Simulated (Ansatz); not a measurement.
# H2O on Al(111), ontop start, 2x2 cell: photoemission fingerprints, part 3 of 5

What would XPS and UPS show for H2O on Al(111), ontop start, 2x2 cell?

Ansatz 0.2.0; DFT, LDA, plane-wave PAW, default files, scalar-relativistic (the session's first sound run).

So far, work function, upper face (eV): step 2 (the clean face) 4.17; step 3 (relaxation) 3.23.

**4. Bands by layer (continued)**

A(k,E), top over k along the path and E. Zero: Fermi level.

Values in eV⁻¹, 12 rows by 16 columns, each cell a mean:
```
0.39 0.27 0.42 0.37 0.33 0.31 0.40 0.36 0.24 0.41 0.25 0.22 0.24 0.34 0.43 0.24
0.37 0.34 0.28 0.16 0.25 0.43 0.36 0.41 0.41 0.20 0.28 0.19 0.22 0.20 0.27 0.50
0.29 0.35 0.30 0.21 0.14 0.10 0.18 0.15 0.08 0.21 0.19 0.21 0.15 0.13 0.33 0.26
0.27 0.33 0.19 0.03 0.17 0.24 0.14 0.17 0.25 0.09 0.16 0.23 0.34 0.42 0.28 0.19
0.40 0.27 0.11 0.12 0.04 0.09 0.20 0.16 0.06 0.04 0.17 0.25 0.15 0.08 0.20 0.48
0.36 0.21 0.12 0.14 0.10 0.03 0.03 0.03 0.04 0.17 0.09 0.21 0.23 0.29 0.32 0.31
0.23 0.14 0.15 0.05 0.15 0.19 0.10 0.14 0.20 0.07 0.12 0.17 0.26 0.22 0.21 0.27
0.12 0.15 0.08 0.18 0.04 0.07 0.16 0.13 0.05 0.09 0.16 0.15 0.26 0.29 0.21 0.13
0.04 0.12 0.15 0.09 0.19 0.06 0.04 0.04 0.12 0.18 0.07 0.14 0.15 0.13 0.12 0.03
0.06 0.10 0.13 0.13 0.10 0.21 0.21 0.22 0.16 0.06 0.16 0.14 0.11 0.09 0.05 0.07
0.11 0.15 0.21 0.22 0.17 0.17 0.19 0.18 0.16 0.22 0.22 0.22 0.16 0.15 0.14 0.11
0.11 0.10 0.16 0.19 0.24 0.15 0.09 0.10 0.21 0.20 0.18 0.11 0.06 0.07 0.09 0.11
```
Columns: k along the path (Å⁻¹) from 0 to 3.47; rows upwards: E (eV) from -7.7 to 3.18.

A(k,E), middle over k along the path and E. Zero: Fermi level.

Ten even steps from '_' (0.01 eV⁻¹) to '@' (1.93 eV⁻¹), each cell a mean:
```
__::..__::----..__________________....____....____::----..__
::::..::::::==____________________....::..____::--==--..__..
--__::::::--..____________________..::::______....::....::--
....::::::==::______________________......__..______::::::..
__::::::==--....____________________..::__....______..::..__
::::..----..____..________________........::__....::--......
....::::==________..__________....____::::..__::::....--....
--..::==::..________..........________..::....________..::--
::----==__..__________________________..::....________--==::
::--**::____..______________________..__::..::____..::::--..
++**--..______..__________________....__..::__::::::::::--**
==**..__________....____________..______..::..::::::....==--
@@::..____________..............________....--..____..==--@@
--..__..________________....__________..__..::....--==::++==
..--__..____________________________..____..--====::::++==__
__....__..________________________..______..::::::==##==____
__..........______..____________..______..__..####++::______
____::..__..________..........________..__..::....__________
____......__..______________________..____..::______________
______--..____..__________________....__..::..______________
______..::..__....________________..____....________________
________......__....__________....____......________________
```
Columns: k along the path (Å⁻¹) from 0 to 3.47; rows upwards: E (eV) from -7.7 to 3.18.

A(k,E), bottom over k along the path and E. Zero: Fermi level.

Ten even steps from '_' (0.01 eV⁻¹) to '@' (1.72 eV⁻¹), each cell a mean:
```
..==::..==++--..____..::::::::..__::--....::......--++++--..
==++..----====....______________..::..----..__==++++**::..--
##..------==..____::..______........----......::::::::::==##
::::------==::______..::::::..______::..::..--______::++++::
..======**::::::__________________..::--....--____..::==--..
----::**==..__..::______________..::......--..::--==++--..--
::--++----______..::..______..::::____::==::..++++==::--::..
++::====::..________::::::::::..______..--::--....____::--++
--++++--__....________________________::::--::______..--++--
--++==--____::______________________::..::::--....::----==::
@@++--....____::..________________::..__..--..--------::--@@
==++..__....____::..__________..::..____::--..------....**==
##--::____::______::::::..::::::______..::..==......::**==**
::......__..::________......________..::__..--::--++##--==--
..::....____::..__________________..::____..--##**==::==--__
____--..::____::::______________..::..__....--::::--++::____
__..........____..::..________::::______::....++++==..______
____..::__....____..::------::..______::__::::..____________
______..::....______________________......::..______________
______::........__________________....__::::..______________
________::::......________________..__..::..________________
________..::::__..::..________..::__..::..__________________
```
Columns: k along the path (Å⁻¹) from 0 to 3.47; rows upwards: E (eV) from -7.7 to 3.18.

Peaks of A(k,E) at the labelled points: for each region the eleven nearest the zero at most, each over 6 % of that point's highest, less those above the energy where the solved bands run out; weight and spread sum the levels within three half widths or 0.3 eV, so near peaks share levels. Peaks of the spectral function, the first 40 of 93 rows:

| point | weight on | E (eV) | A (1/eV) | weight near the peak | rms spread of levels (eV) |
| --- | --- | --- | --- | --- | --- |
| K | total | -3.12 | 6.318 | 3.028 | 0.06 |
| K | total | -2.08 | 5.731 | 2.977 | 0.059 |
| K | total | -0.68 | 4.342 | 1.986 | 0.013 |
| K | total | 0.34 | 2.181 | 0.942 | 0 |
| K | total | 1.38 | 0.747 | 0.252 | 0.102 |
| K | total | 2.1 | 5.143 | 2.733 | 0.091 |
| K | top | -7.64 | 0.154 | 0.076 | 0.08 |
| K | top | -6.82 | 0.31 | 0.14 | 0 |
| K | top | -5.74 | 0.183 | 0.093 | 0.144 |
| K | top | -3.54 | 0.132 | 0.197 | 0.226 |
| K | top | -3.12 | 0.352 | 0.187 | 0.181 |
| K | top | -2.12 | 0.943 | 0.47 | 0.052 |
| K | top | -0.68 | 1.123 | 0.515 | 0.01 |
| K | top | 0.34 | 0.46 | 0.196 | 0 |
| K | top | 1.36 | 0.251 | 0.106 | 0.11 |
| K | top | 2.1 | 1.301 | 0.694 | 0.093 |
| K | middle | -3.12 | 3.694 | 1.773 | 0.038 |
| K | middle | -2.08 | 1.854 | 0.972 | 0.064 |
| K | middle | -0.68 | 1.391 | 0.633 | 0.013 |
| K | middle | 0.34 | 0.733 | 0.319 | 0 |
| K | middle | 2.12 | 1.365 | 0.726 | 0.092 |
| K | bottom | -3.12 | 2.267 | 1.065 | 0.031 |
| K | bottom | -2.08 | 2.963 | 1.534 | 0.056 |
| K | bottom | -0.66 | 1.839 | 0.836 | 0.011 |
| K | bottom | 0.34 | 0.986 | 0.427 | 0 |
| K | bottom | 1.38 | 0.342 | 0.108 | 0.09 |
| K | bottom | 2.12 | 2.479 | 1.313 | 0.09 |
| Γ | total | -6.68 | 0.911 | 0.402 | 0 |
| Γ | total | -5.58 | 1.794 | 0.829 | 0 |
| Γ | total | -3.26 | 1.981 | 0.923 | 0 |
| Γ | total | -0.56 | 1.912 | 0.892 | 0.038 |
| Γ | total | 0.34 | 0.255 | 0.08 | 0.075 |
| Γ | total | 1.46 | 1.966 | 0.903 | 0 |
| Γ | total | 2.58 | 0.842 | 0.297 | 0.028 |
| Γ | total | 3.06 | 1.841 | 1.705 | 0.219 |
| Γ | top | -6.68 | 0.468 | 0.213 | 0 |
| Γ | top | -5.58 | 0.489 | 0.223 | 0 |
| Γ | top | -3.26 | 0.503 | 0.233 | 0 |
| Γ | top | -0.56 | 0.613 | 0.285 | 0.044 |
| Γ | top | 0.34 | 0.115 | 0.041 | 0.083 |

The DOS has structure finer than the step of the table below, so its rows give means over 1 eV, whole bins alone (the curve runs from -25.2 to 3.38 eV). Peaks (eV: height): total 0.2: 8.16, 1.0: 8.75, 2.5: 9.84, 3.3: 11.5; Al 3p -2.1: 5.74, 1.0: 5.92, 2.5: 6.11, 3.3: 6.18; Al 3s -0.4: 2.47, 1.6: 2.43, 2.2: 2.36, 3.3: 2.38; O 2p -11.2: 4.93, -8.4: 2.90, -6.6: 2.17; H 1s -23.2: 1.46, -11.2: 1.90, 2.0: 0.389.

DOS against E, zero at the Fermi level; means over each step; values in states/eV/cell:

| E (eV) | total | Al 3p | Al 3s | O 2p | H 1s | O 2s |
| --- | --- | --- | --- | --- | --- | --- |
| -24 | 0.0705 | 0.00227 | 6.1e-4 | 0.00198 | 0.0155 | 0.0496 |
| -23 | 1.93 | 0.0621 | 0.0166 | 0.0542 | 0.425 | 1.36 |
| -22 | 0 | 0 | 0 | 0 | 0 | 0 |
| -21 | 0 | 0 | 0 | 0 | 0 | 0 |
| -20 | 0 | 0 | 0 | 0 | 0 | 0 |
| -19 | 0 | 0 | 0 | 0 | 0 | 0 |
| -18 | 0 | 0 | 0 | 0 | 0 | 0 |
| -17 | 0 | 0 | 0 | 0 | 0 | 0 |
| -16 | 0 | 0 | 0 | 0 | 0 | 0 |
| -15 | 0 | 0 | 0 | 0 | 0 | 0 |
| -14 | 0 | 0 | 0 | 0 | 0 | 0 |
| -13 | 0 | 0 | 0 | 0 | 0 | 0 |
| -12 | 0.0183 | 3.0e-4 | 5.4e-5 | 0.0127 | 0.00490 | 0 |
| -11 | 2.48 | 0.181 | 0.356 | 1.38 | 0.533 | 3.8e-5 |
| -10 | 1.59 | 0.795 | 0.777 | 0.0188 | 5.3e-4 | 1.6e-4 |
| -9 | 3.07 | 1.50 | 1.04 | 0.472 | 0.0328 | 0.0161 |
| -8 | 4.59 | 2.12 | 1.23 | 1.06 | 0.0871 | 0.0819 |
| -7 | 4.83 | 2.40 | 1.27 | 1.04 | 0.0136 | 0.0708 |
| -6 | 4.52 | 2.61 | 1.34 | 0.519 | 0.00242 | 0.0132 |
| -5 | 5.17 | 3.09 | 1.85 | 0.170 | 0.00281 | 0.00388 |
| -4 | 5.35 | 3.49 | 1.72 | 0.0792 | 0.00252 | 0.00414 |
| -3 | 6.17 | 4.45 | 1.56 | 0.0576 | 0.00600 | 0.00980 |
| -2 | 6.09 | 4.52 | 1.39 | 0.0438 | 0.00710 | 0.0104 |
| -1 | 6.40 | 4.18 | 1.96 | 0.0347 | 0.0140 | 0.0106 |
| 0 | 7.46 | 4.87 | 2.11 | 0.0367 | 0.0684 | 0.0283 |
| 1 | 7.81 | 5.06 | 2.04 | 0.0396 | 0.0938 | 0.0305 |
| 2 | 9.01 | 5.32 | 2.14 | 0.0739 | 0.334 | 0.0641 |

Sums over each group's atoms; a table of it gives point samples, which can step over narrow peaks. DOS of the group against E, zero at the Fermi level; 7 of 11 lines; values in states/eV:

| E (eV) | layer 1: Al 3p | layer 3: Al 3p | layer 2: Al 3p | other layers: Al 3p | adsorbate: O 2p | other layers: Al 3s | layer 1: Al 3s |
| --- | --- | --- | --- | --- | --- | --- | --- |
| -24 | 0 | 0 | 0 | 0 | 0 | 0 | 0 |
| -23 | 0.0278 | 1.1e-5 | 4.4e-4 | 0 | 0.0247 | 0 | 0.00748 |
| -22 | 0 | 0 | 0 | 0 | 0 | 0 | 0 |
| -21 | 0 | 0 | 0 | 0 | 0 | 0 | 0 |
| -20 | 0 | 0 | 0 | 0 | 0 | 0 | 0 |
| -19 | 0 | 0 | 0 | 0 | 0 | 0 | 0 |
| -18 | 0 | 0 | 0 | 0 | 0 | 0 | 0 |
| -17 | 0 | 0 | 0 | 0 | 0 | 0 | 0 |
| -16 | 0 | 0 | 0 | 0 | 0 | 0 | 0 |
| -15 | 0 | 0 | 0 | 0 | 0 | 0 | 0 |
| -14 | 0 | 0 | 0 | 0 | 0 | 0 | 0 |
| -13 | 0 | 0 | 0 | 0 | 0 | 0 | 0 |
| -12 | 0 | 0 | 0 | 0 | 0 | 0 | 0 |
| -11 | 0.0494 | 0.0149 | 0.0135 | 0.0184 | 1.26 | 0.0306 | 0.0437 |
| -10 | 0.115 | 0.211 | 0.226 | 0.0929 | 0.00900 | 0.0699 | 0.0928 |
| -9 | 0.300 | 0.451 | 0.510 | 0.250 | 0.203 | 0.199 | 0.296 |
| -8 | 0.327 | 0.549 | 0.543 | 0.299 | 0.584 | 0.299 | 0.242 |
| -7 | 0.509 | 0.723 | 0.704 | 0.467 | 0.803 | 0.351 | 0.328 |
| -6 | 0.539 | 0.681 | 0.724 | 0.583 | 0.391 | 0.399 | 0.304 |
| -5 | 0.731 | 0.805 | 0.802 | 0.774 | 0.157 | 0.513 | 0.474 |
| -4 | 0.753 | 0.899 | 0.912 | 0.753 | 0.0711 | 0.399 | 0.376 |
| -3 | 1.37 | 1.30 | 1.30 | 1.29 | 0.0617 | 0.467 | 0.438 |
| -2 | 1.37 | 1.16 | 1.14 | 1.36 | 0.0455 | 0.339 | 0.326 |
| -1 | 1.36 | 1.23 | 1.19 | 1.29 | 0.0371 | 0.710 | 0.636 |
| 0 | 1.39 | 1.05 | 1.03 | 1.37 | 0.0352 | 0.497 | 0.474 |
| 1 | 1.56 | 1.25 | 1.27 | 1.63 | 0.0407 | 0.598 | 0.485 |
| 2 | 1.35 | 1.02 | 1.02 | 1.61 | 0.0799 | 0.516 | 0.545 |
| 3 | 1.19 | 1.10 | 1.13 | 1.46 | 0.0681 | 0.443 | 0.448 |

This run's widths, added to any smearing of the DOS itself: Gaussian 0.35 eV, Lorentzian 0.1 eV plus 0.05 an eV of depth. The intensity by binding energy, zero at the Fermi level; values in % of the maximum within 13 eV:

| binding energy (eV) | 21.2 eV | 40.8 eV | 100 eV | 1486.7 eV | 5414.7 eV |
| --- | --- | --- | --- | --- | --- |
| -1 | 0.687 | 0.776 | 1.15 | 2.37 | 2.32 |
| 0 | 10.1 | 9.78 | 18.8 | 52.1 | 51.5 |
| 1 | 14.7 | 16.6 | 32.9 | 94.8 | 94.7 |
| 2 | 13.0 | 15.9 | 31.1 | 73.7 | 70.2 |
| 3 | 14.9 | 17.7 | 32.9 | 79.2 | 76.6 |
| 4 | 16.4 | 18.1 | 30.1 | 77.3 | 77.8 |
| 5 | 24.3 | 25.9 | 36.2 | 80.4 | 81.7 |
| 6 | 46.0 | 48.5 | 54.1 | 64.4 | 62.9 |
| 7 | 73.9 | 77.8 | 81.5 | 69.5 | 64.6 |
| 8 | 73.0 | 73.7 | 76.3 | 63.9 | 59.3 |
| 9 | 42.5 | 43.7 | 46.0 | 48.8 | 47.6 |
| 10 | 14.8 | 18.3 | 20.2 | 32.7 | 33.6 |
| 11 | 51.5 | 83.5 | 71.8 | 20.2 | 17.2 |
| 12 | - | 20.7 | 17.9 | 4.70 | 3.75 |
| 13 | - | 4.88 | 4.50 | 2.21 | 1.92 |
| 14 | - | 2.34 | 2.31 | 1.58 | 1.36 |
| 15 | - | 1.47 | 1.58 | 1.36 | 1.14 |
| 16 | - | 1.08 | 1.28 | 1.34 | 1.07 |
| 17 | - | 0.899 | 1.21 | 1.47 | 1.14 |
| 18 | - | 0.848 | 1.30 | 1.81 | 1.35 |
| 19 | - | 0.925 | 1.63 | 2.49 | 1.81 |
| 20 | - | 1.21 | 2.41 | 3.94 | 2.81 |
| 21 | - | 2.07 | 4.48 | 7.64 | 5.37 |
| 22 | - | 5.30 | 12.1 | 21.1 | 14.8 |
| 23 | - | 20.3 | 47.3 | 83.2 | 57.9 |
| 24 | - | 11.2 | 26.1 | 45.8 | 31.9 |
| 25 | - | 3.13 | 7.14 | 12.4 | 8.69 |

Maxima picked by a test of local sharpness, so broad peaks and shoulders can be missing; peaks within 0.45 eV of a curve's cut are left out. Valence peaks, by row:

| photon energy (eV) | binding energy (eV) | height (% of the maximum within 13 eV) | main shell | its share (%) |
| --- | --- | --- | --- | --- |
| 21.2 | 8.4 | 100 | O 2p | 86.76 |
| 21.2 | 6.65 | 93.6 | O 2p | 92.01 |
| 21.2 | 2.95 | 14.95 | Al 3s | 44.55 |
| 21.2 | 0.35 | 17.75 | Al 3s | 48.13 |
| 40.8 | 23.25 | 23.11 | O 2s | 73.33 |
| 40.8 | 11.2 | 97.33 | O 2p | 90.79 |
| 40.8 | 8.4 | 100 | O 2p | 90.55 |
| 40.8 | 6.65 | 98.47 | O 2p | 90.76 |
| 40.8 | 2.9 | 17.85 | Al 3p | 37.08 |
| 40.8 | 1.05 | 16.71 | Al 3p | 38.25 |
| 40.8 | 0.35 | 17.46 | Al 3p | 36.98 |
| 100 | 23.25 | 53.86 | O 2s | 93.61 |
| 100 | 11.2 | 82.82 | O 2p | 94.06 |
| 100 | 8.4 | 98.7 | O 2p | 80.88 |
| 100 | 6.65 | 100 | O 2p | 78.79 |
| 100 | 2.85 | 33.42 | Al 3p | 53.95 |
| 100 | 2.15 | 31.63 | Al 3p | 58.27 |
| 100 | 1.05 | 33.15 | Al 3p | 52.32 |
| 100 | 0.4 | 34.19 | Al 3p | 50.83 |
| 1487 | 23.25 | 94.72 | O 2s | 99.1 |
| 1487 | 8.3 | 64.16 | Al 3s | 68.5 |
| 1487 | 6.65 | 71.91 | Al 3s | 70.85 |
| 1487 | 4.7 | 80.84 | Al 3s | 86.35 |
| 1487 | 3.75 | 78.6 | Al 3s | 84.71 |
| 1487 | 2.9 | 80.25 | Al 3s | 80.35 |
| 1487 | 1.05 | 95.22 | Al 3s | 84.12 |
| 1487 | 0.4 | 100 | Al 3s | 83.76 |
| 5415 | 23.25 | 65.93 | O 2s | 99.06 |
| 5415 | 6.6 | 66.22 | Al 3s | 87.73 |
| 5415 | 4.75 | 82.08 | Al 3s | 96.28 |
| 5415 | 3.8 | 78.71 | Al 3s | 95.83 |
| 5415 | 2.9 | 77.49 | Al 3s | 94.12 |
| 5415 | 1.05 | 95.04 | Al 3s | 95.39 |
| 5415 | 0.45 | 100 | Al 3s | 94.96 |

The planar mean, electrostatic potential oscillates, so the rows of the table below give means over windows of 1 Å about each position, cut where the curve ends. Its maxima inside the range that stand out by 2 % of the span (Å: eV): 1.1: 4.20, 8.7: -0.402, 11.0: -0.925, 13.2: -0.650, 15.8: 1.84. Its minima: 7.5: -7.35, 9.8: -7.49, 12.1: -7.48, 14.4: -7.35, 16.6: -1.37.

From the Fermi level. The planar mean, electrostatic potential by z; means over each step:

| z (Å) | planar mean, electrostatic potential (eV) |
| --- | --- |
| 0 | 3.88 |
| 1 | 4.14 |
| 2 | 4.20 |
| 3 | 4.20 |
| 4 | 4.19 |
| 5 | 4.06 |
| 6 | 2.58 |
| 7 | -5.02 |
| 8 | -5.22 |
| 9 | -3.03 |
| 10 | -6.90 |
| 11 | -2.47 |
| 12 | -7.05 |
| 13 | -2.73 |
| 14 | -5.94 |
| 15 | -4.17 |
| 16 | 0.818 |
| 17 | 0.883 |
| 18 | 3.10 |
| 19 | 3.21 |
| 20 | 3.22 |
| 21 | 3.22 |
| 22 | 3.22 |
| 23 | 3.25 |
| 24 | 3.55 |

The intensity has structure finer than the step of the table below, so its rows give means over 1 eV, whole bins alone (the curve runs from -25.2 to 1.38 eV). Peaks (eV: height): O K -11.2: 89.5, -8.3: 99.2, -6.7: 99.8; O K, E along x -11.2: 260; O K, E along y -8.3: 182; O K, E along z -8.4: 110, -6.6: 183; Al K-beta -2.4: 100.0.

Shapes are the site's partial DOS without matrix elements, which overweights lines from ligand s bands. The intensity by emission energy less the core level's binding energy, zero at the Fermi level; means over each step; 7 of 9 lines; values in % of the unpolarised maximum:

| emission energy less the core level's binding energy (eV) | O K | O K, E along x | O K, E along y | O K, E along z | Al K-beta | Al K-beta, E along x | Al K-beta, E along y |
| --- | --- | --- | --- | --- | --- | --- | --- |
| -24 | 1.68 | 0.314 | 4.56 | 0.162 | 0.550 | 0.268 | 0.280 |
| -23 | 2.31 | 0.369 | 6.37 | 0.184 | 0.690 | 0.311 | 0.327 |
| -22 | 1.05 | 0.441 | 2.51 | 0.209 | 0.460 | 0.304 | 0.310 |
| -21 | 0.596 | 0.535 | 1.01 | 0.241 | 0.373 | 0.323 | 0.326 |
| -20 | 0.535 | 0.665 | 0.660 | 0.280 | 0.382 | 0.366 | 0.366 |
| -19 | 0.582 | 0.847 | 0.567 | 0.331 | 0.425 | 0.424 | 0.424 |
| -18 | 0.695 | 1.12 | 0.569 | 0.398 | 0.493 | 0.500 | 0.500 |
| -17 | 0.886 | 1.54 | 0.631 | 0.487 | 0.588 | 0.603 | 0.601 |
| -16 | 1.21 | 2.27 | 0.748 | 0.610 | 0.722 | 0.746 | 0.743 |
| -15 | 1.80 | 3.67 | 0.941 | 0.790 | 0.920 | 0.956 | 0.948 |
| -14 | 3.10 | 6.98 | 1.26 | 1.07 | 1.23 | 1.29 | 1.27 |
| -13 | 7.45 | 19.0 | 1.80 | 1.53 | 1.81 | 1.92 | 1.86 |
| -12 | 37.9 | 108 | 2.89 | 2.46 | 3.31 | 3.60 | 3.30 |
| -11 | 75.0 | 214 | 5.63 | 5.02 | 8.29 | 8.92 | 8.41 |
| -10 | 28.3 | 51.4 | 17.5 | 15.9 | 19.1 | 19.8 | 19.9 |
| -9 | 59.8 | 12.3 | 97.4 | 69.8 | 32.1 | 32.9 | 33.4 |
| -8 | 87.7 | 5.89 | 164 | 93.3 | 43.5 | 44.0 | 45.0 |
| -7 | 89.0 | 3.80 | 121 | 142 | 52.1 | 54.2 | 55.4 |
| -6 | 62.9 | 2.82 | 60.0 | 126 | 58.5 | 63.0 | 63.2 |
| -5 | 23.7 | 2.46 | 17.9 | 50.6 | 67.4 | 74.4 | 73.9 |
| -4 | 12.1 | 2.23 | 9.50 | 24.6 | 77.7 | 86.7 | 86.0 |
| -3 | 8.10 | 2.27 | 7.22 | 14.8 | 94.0 | 97.1 | 96.6 |
| -2 | 6.04 | 2.47 | 5.77 | 9.87 | 97.1 | 94.6 | 94.3 |
| -1 | 4.63 | 2.54 | 4.47 | 6.86 | 90.0 | 82.7 | 82.5 |
| 0 | 2.65 | 1.55 | 2.88 | 3.29 | 52.8 | 46.3 | 46.1 |

Sums over each group's atoms; left-over states aren't shared out by site. Site centres, by row:

| group | element | shell | occupied states | centre of occupied part (eV) | centre up to the window's top (eV) |
| --- | --- | --- | --- | --- | --- |
| adsorbate | H | 1s | 1.177 | -14.83 | -8.307 |
| adsorbate | O | 2s | 1.641 | -20.86 | -18.93 |
| adsorbate | O | 2p | 4.967 | -8.403 | -8.015 |
| layer 1 | Al | 3s | 4.001 | -4.743 | -2.862 |
| layer 1 | Al | 3p | 7.979 | -3.917 | -1.821 |
| layer 2 | Al | 3s | 3.709 | -4.879 | -2.669 |
| layer 2 | Al | 3p | 8.102 | -4.439 | -2.428 |
| layer 3 | Al | 3s | 3.717 | -4.875 | -2.66 |
| layer 3 | Al | 3p | 8.127 | -4.382 | -2.398 |
| other layers | Al | 3s | 4.158 | -4.469 | -2.71 |
| other layers | Al | 3p | 7.642 | -3.636 | -1.443 |

(Part 3 of 5 ends here.)

[Logs are printed without paths, hosts, clocks, repeated set-up lines and the standing remarks that a program may print on its own settings, such as how far it seeks lower states.]

[Hosts, paths, dates, database ids (printed as entryN), source tags and the programs' standing remarks are cut or masked in the printed files.]

[Maps of the electrostatic potential energy from Ansatz leave out the sawtooth potential of an applied field or a dipole correction, so their vacuum need not be flat; work functions include it.]
